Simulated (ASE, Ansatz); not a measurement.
## Twisted Ti2CO2 MXene bilayer, 87.80 deg (130 atoms): from recipe to cell

The cell is an input for a DFT calculation. Recipe: Ti2CO2 MXene (a = 3.03 Å) under Ti2CO2 MXene (a = 3.03 Å), bilayer, commensurate cell of 13 unit cells a layer, twist 87.80 deg; facing planes 2.86 Å apart; 14 Å of vacuum; layers as built, displaced by a Gaussian of 0.01 Å.

The cell that is wanted:

The cell holds 130 atoms: 26 C, 52 Ti and 52 O. Its edges and angles: a = 10.925 Å, b = 10.925 Å, c = 25.740 Å, α = 90.0°, β = 90.0°, γ = 120.0°. It derives from Ti2CO2 (Ti2CO2 MXene). Regions: layer 1, 65 atoms (13 C, 26 Ti and 26 O); layer 2, 65 atoms (13 C, 26 Ti and 26 O). Vacuum lies along c.

```cif
data_structure
_symmetry_space_group_name_H-M 'P 1'
_symmetry_Int_Tables_number 1
_cell_length_a 10.9248
_cell_length_b 10.9248
_cell_length_c 25.7400
_cell_angle_alpha 90.000
_cell_angle_beta 90.000
_cell_angle_gamma 120.000
_cell_volume 2660.52
loop_
_atom_site_label
_atom_site_type_symbol
_atom_site_fract_x
_atom_site_fract_y
_atom_site_fract_z
_atom_site_occupancy
C1 C 0.99929 0.99989 0.35809 1
Ti2 Ti 0.12853 0.17875 0.40965 1
Ti3 Ti 0.18061 0.05218 0.30660 1
O4 O 0.17920 0.05382 0.44484 1
O5 O 0.12754 0.17874 0.27215 1
C6 C 0.07736 0.30846 0.35837 1
Ti7 Ti 0.20475 0.48817 0.40899 1
Ti8 Ti 0.25734 0.36112 0.30694 1
O9 O 0.25459 0.35824 0.44421 1
O10 O 0.20411 0.48714 0.27145 1
C11 C 0.15438 0.61715 0.35753 1
Ti12 Ti 0.28293 0.79689 0.40870 1
Ti13 Ti 0.33231 0.66565 0.30659 1
O14 O 0.33367 0.66675 0.44461 1
O15 O 0.28216 0.79654 0.27175 1
C16 C 0.23084 0.92252 0.35804 1
Ti17 Ti 0.35892 0.10121 0.40958 1
Ti18 Ti 0.41122 0.97589 0.30659 1
O19 O 0.41131 0.97372 0.44412 1
O20 O 0.36057 0.10268 0.27208 1
C21 C 0.30791 0.23178 0.35832 1
Ti22 Ti 0.43555 0.41053 0.40874 1
Ti23 Ti 0.48568 0.28117 0.30762 1
O24 O 0.48712 0.28229 0.44495 1
O25 O 0.43690 0.40883 0.27171 1
C26 C 0.38153 0.53584 0.35788 1
Ti27 Ti 0.51293 0.71793 0.40909 1
Ti28 Ti 0.56234 0.58859 0.30723 1
O29 O 0.56616 0.59257 0.44447 1
O30 O 0.51114 0.71764 0.27242 1
C31 C 0.46040 0.84632 0.35732 1
Ti32 Ti 0.59268 0.02719 0.40923 1
Ti33 Ti 0.64144 0.89794 0.30747 1
O34 O 0.64070 0.89720 0.44397 1
O35 O 0.58835 0.02597 0.27181 1
C36 C 0.53761 0.15411 0.35734 1
Ti37 Ti 0.66665 0.33281 0.40896 1
Ti38 Ti 0.71754 0.20497 0.30762 1
O39 O 0.71966 0.20466 0.44434 1
O40 O 0.66572 0.33239 0.27275 1
C41 C 0.61644 0.46125 0.35766 1
Ti42 Ti 0.74371 0.64171 0.40884 1
Ti43 Ti 0.79587 0.51400 0.30700 1
O44 O 0.79443 0.51362 0.44461 1
O45 O 0.74272 0.64205 0.27158 1
C46 C 0.69188 0.76825 0.35796 1
Ti47 Ti 0.82109 0.94905 0.40948 1
Ti48 Ti 0.87063 0.81914 0.30732 1
O49 O 0.87195 0.81790 0.44452 1
O50 O 0.82306 0.94950 0.27240 1
C51 C 0.76787 0.07723 0.35805 1
Ti52 Ti 0.89998 0.25768 0.40880 1
Ti53 Ti 0.94879 0.12853 0.30761 1
O54 O 0.94929 0.13023 0.44502 1
O55 O 0.89709 0.25673 0.27194 1
C56 C 0.84715 0.38471 0.35818 1
Ti57 Ti 0.97580 0.56579 0.40898 1
Ti58 Ti 0.02820 0.43545 0.30751 1
O59 O 0.02597 0.43669 0.44516 1
O60 O 0.97322 0.56411 0.27223 1
C61 C 0.92311 0.69418 0.35854 1
Ti62 Ti 0.05189 0.87272 0.40944 1
Ti63 Ti 0.10192 0.74214 0.30736 1
O64 O 0.10312 0.74441 0.44480 1
O65 O 0.05190 0.87259 0.27258 1
C66 C 0.17093 0.80006 0.64207 1
Ti67 Ti 0.34730 0.92632 0.69289 1
Ti68 Ti 0.29600 0.74659 0.59102 1
O69 O 0.29633 0.74533 0.72784 1
O70 O 0.34700 0.92583 0.55566 1
C71 C 0.24361 0.56608 0.64231 1
Ti72 Ti 0.42345 0.69437 0.69289 1
Ti73 Ti 0.37218 0.51472 0.59076 1
O74 O 0.37261 0.51757 0.72752 1
O75 O 0.42341 0.69532 0.55523 1
C76 C 0.47537 0.87550 0.64222 1
Ti77 Ti 0.65347 0.00213 0.69233 1
Ti78 Ti 0.60444 0.82394 0.59049 1
O79 O 0.60246 0.82459 0.72694 1
O80 O 0.65416 0.00298 0.55473 1
C81 C 0.09052 0.02830 0.64244 1
Ti82 Ti 0.27169 0.15811 0.69295 1
Ti83 Ti 0.22025 0.97878 0.59023 1
O84 O 0.21729 0.97699 0.72799 1
O85 O 0.27094 0.15728 0.55492 1
C86 C 0.32160 0.33695 0.64176 1
Ti87 Ti 0.50247 0.46562 0.69284 1
Ti88 Ti 0.45040 0.28359 0.59019 1
O89 O 0.45002 0.28436 0.72747 1
O90 O 0.50107 0.46426 0.55560 1
C91 C 0.55165 0.64238 0.64222 1
Ti92 Ti 0.73337 0.77345 0.69277 1
Ti93 Ti 0.67968 0.59215 0.59154 1
O94 O 0.67909 0.59140 0.72751 1
O95 O 0.73152 0.77186 0.55601 1
C96 C 0.78283 0.95190 0.64215 1
Ti97 Ti 0.96355 0.07961 0.69253 1
Ti98 Ti 0.91127 0.90012 0.59080 1
O99 O 0.91345 0.90213 0.72811 1
O100 O 0.96286 0.07983 0.55521 1
C101 C 0.40038 0.10555 0.64190 1
Ti102 Ti 0.57842 0.23387 0.69243 1
Ti103 Ti 0.52716 0.05371 0.59116 1
O104 O 0.52739 0.05491 0.72795 1
O105 O 0.57856 0.23524 0.55536 1
C106 C 0.63096 0.41308 0.64213 1
Ti107 Ti 0.80886 0.54255 0.69243 1
Ti108 Ti 0.75785 0.36272 0.59100 1
O109 O 0.75753 0.36243 0.72809 1
O110 O 0.80918 0.54224 0.55589 1
C111 C 0.85975 0.72093 0.64233 1
Ti112 Ti 0.03951 0.84812 0.69332 1
Ti113 Ti 0.98854 0.67016 0.59054 1
O114 O 0.98894 0.67023 0.72796 1
O115 O 0.03923 0.84809 0.55567 1
C116 C 0.70792 0.18521 0.64169 1
Ti117 Ti 0.88343 0.30896 0.69240 1
Ti118 Ti 0.83474 0.13210 0.59118 1
O119 O 0.83342 0.13136 0.72814 1
O120 O 0.88653 0.31326 0.55557 1
C121 C 0.93653 0.49081 0.64145 1
Ti122 Ti 0.11708 0.62022 0.69274 1
Ti123 Ti 0.06645 0.43991 0.59212 1
O124 O 0.06429 0.43983 0.72874 1
O125 O 0.11864 0.62055 0.55510 1
C126 C 0.01394 0.25931 0.64167 1
Ti127 Ti 0.19327 0.38825 0.69302 1
Ti128 Ti 0.14134 0.20747 0.59117 1
O129 O 0.14179 0.20740 0.72746 1
O130 O 0.19317 0.38814 0.55441 1
```

Q: Which script makes it?

build.py (ASE 3.29.0):

```python
import numpy as np
from ase import Atoms
from ase.build import make_supercell

u1 = Atoms(['C', 'Ti', 'Ti', 'O', 'O'], cell=[3.03, 3.03, 1, 90, 90, 120], pbc=True,
          scaled_positions=[[0/3, 0/3, 0], [1/3, 2/3, 1.31], [2/3, 1/3, -1.31], [2/3, 1/3, 2.22], [1/3, 2/3, -2.22]])  # z in A
cell = [10.9248, 10.9248, 120]  # common in-plane cell: a, b, gamma
layers = [(u1, [[4, 1], [-1, 3]], [0, 0], 1),
          (u1, [[4, 3], [-3, 1]], [0.091, 0.029], 1)]
gaps = [2.86, 14]
atoms, top = Atoms(), 0.0
for k, (u, M, shift, flip) in enumerate(layers):
    s = make_supercell(u, [M[0] + [0], M[1] + [0], [0, 0, 1]], wrap=False)
    z = flip * s.positions[:, 2]; f = s.get_scaled_positions(wrap=False)
    s.set_cell([cell[0], cell[1], 1, 90, 90, cell[2]]); s.set_scaled_positions(np.c_[f[:, :2] + shift, z - z.min() + top]); s.set_tags(k)
    top = s.positions[:, 2].max() + gaps[k]; atoms += s
atoms.set_cell([cell[0], cell[1], top, 90, 90, cell[2]]); atoms.pbc = True
atoms.center(axis=2)
atoms.rattle(0.01, seed=30265)
atoms.wrap()
atoms.write('structure.xyz')
print(atoms.get_chemical_formula(), len(atoms), 'atoms; cell', atoms.cell.cellpar().round(3))
```

```console
$ python build.py
C26O52Ti52 130 atoms; cell [ 10.925  10.925  25.74   90.     90.    120.   ]
```

Bonds by pair of elements; cutoffs follow the first minimum of g(r), held within bounds set by covalent radii, and pairs that aren't listed don't count as bonded (cutoffs were set anew for this text, so counts can differ from the run's own analysis):

| pair A-B | cutoff (Å) | bonds | mean length (Å) | spread (Å) | shortest (Å) | B about A | A about B |
| --- | --- | --- | --- | --- | --- | --- | --- |
| O-Ti | 2.38 | 156 | 1.97 | 0.014 | 1.94 | 3 | 3 |
| Ti-C | 2.62 | 156 | 2.19 | 0.014 | 2.15 | 3 | 6 |

How many atoms have how many bonded neighbours:

| element | mean | 3 | 6 |
| --- | --- | --- | --- |
| C | 6 | 0 | 26 |
| O | 3 | 52 | 0 |
| Ti | 6 | 0 | 52 |

[Logs are printed without paths, hosts, clocks, repeated set-up lines and the standing remarks that a program may print on its own settings, such as how far it seeks lower states.]

[Hosts, paths, dates, database ids (printed as entryN), source tags and the programs' standing remarks are cut or masked in the printed files.]
